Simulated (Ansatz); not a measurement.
Records of electronic-structure calculations.

```
A low-energy model for SrNbO3 (Pm-3m): bands, U and J
1.0
     0.00000   -3.99700    0.00000
     0.00000    0.00000    3.99700
    -3.99700    0.00000    0.00000
Sr Nb O
1 1 3
Direct
  0.00000 0.00000 0.00000
  0.50000 0.50000 0.50000
  0.50000 0.50000 0.00000
  0.50000 0.00000 0.50000
  0.00000 0.50000 0.50000
# method: DFT, LDA, plane waves, PAW (and 1 further level or step)
# program: Ansatz 0.2.0
# settings of one run: cutoff 420 eV, 6×6×6 k-mesh, smearing width 0.08 eV, default PAW, coordination {"Nb": "octahedral"}, magnetic state non-magnetic by constraint
# cost: 3 runs, 7.2 min in all on 8 threads of Arm Neoverse V2, shared host (the runs of this entry)
# notes: This run has no spin polarisation although its electron count is odd.  Limits: no spin-orbit coupling. The bands cross the Fermi level under this constraint, which need not be the crystal’s state: magnetic order, correlation or a lattice distortion may open a gap.
# Nb t2g: U 2.93 eV, U′ 2.39 eV, J 0.27 eV, bare V 10.6 eV
# Nb t2g + anion p: U 4.77 eV, U′ 4.01 eV, J 0.40 eV, bare V 12.7 eV
# method: constrained RPA on non-magnetic LDA, 6×6×6 mesh, static; search for lower states off
```

[Paths, hosts, dates, memory and timing lines, banners, echoed tables and standing remarks are left out of the program output.]

[Logs are printed without paths, hosts, clocks, repeated set-up lines and the standing remarks that a program may print on its own settings, such as how far it seeks lower states.]

[Runs of the session that timed out or met a known fault of the program may be left out.]

[Hosts, paths, dates, database ids (printed as entryN), source tags and the programs' standing remarks are cut or masked in the printed files.]
